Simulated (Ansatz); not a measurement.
An input for Ansatz 0.2.0 (H2CClF (P2_1)):

```yaml
crystal:
  lattice:
    - [5.0206, 0.0, 0.0]
    - [0.0, 4.1477, 0.0]
    - [-2.1143188253, 0.0, 6.4288463713]
  atoms:
    - { symbol: H, position: [0.2852960594, 0.3914791351, 0.1553943381] }
    - { symbol: H, position: [0.7147039406, 0.8914791351, 0.8446056619] }
    - { symbol: H, position: [0.5707653094, 0.1078566959, 0.2708502709] }
    - { symbol: H, position: [0.4292346906, 0.6078566959, 0.7291497291] }
    - { symbol: C, position: [0.3460283809, 0.1408088981, 0.1943138297] }
    - { symbol: C, position: [0.6539716191, 0.6408088981, 0.8056861703] }
    - { symbol: Cl, position: [0.1663619786, 0.0024810456, 0.3682784982] }
    - { symbol: Cl, position: [0.8336380214, 0.5024810456, 0.6317215018] }
    - { symbol: F, position: [0.264389849, 0.9578742253, 0.0148699962] }
    - { symbol: F, position: [0.735610151, 0.4578742253, 0.9851300038] }
kpoints:
  mp_grid: { grid: [2, 4, 2] }
hamiltonian:
  xc: pbe
  pseudopotentials: { kind: paw, azcp: { folder: soft_1 } }
scf:
  occupations: { method: fixed }
gw:
  n_empty_bands: 303
  ecut_chi: 300
  qp_bands: [v3, c3]
  qp_kpoints: band_edges
  screening: { model: contour_deformation }
```

```sh
ansatz run input.yaml --threads 2 --pin off --max-ram 92160MiB --backend cuda --events-out ev --progress --plain --runs-dir out --devices 1 --max-vram 13GiB
```

**Question.** How long will it take on 1 × NVIDIA H100 80GB HBM3 (shared by 6 runs) with 2 threads of AMD EPYC 7R13 (Zen 3), shared host, and how much memory?

It took 20 s; on shared hardware allow 10 s to 41 s. Peak host memory was 4.4 GiB. The sizes that set the cost: 2603 plane waves a state, 12 irreducible k points, 323 bands summed, 1577 plane waves in the screening and 9 SCF cycles.

The screening grows as filled bands × empty bands × pairs of k points, times the square of the screening basis for the matrix.

[Paths, hosts, dates, memory and timing lines, banners, echoed tables and standing remarks are left out of the program output.]

[Logs are printed without paths, hosts, clocks, repeated set-up lines and the standing remarks that a program may print on its own settings, such as how far it seeks lower states.]

[Runs of the session that timed out or met a known fault of the program may be left out.]

[Cells called generated may have been cut or substituted from an entry of the Crystallography Open Database or the Materials Project.]

[Hosts, paths, dates, database ids (printed as entryN), source tags and the programs' standing remarks are cut or masked in the printed files.]
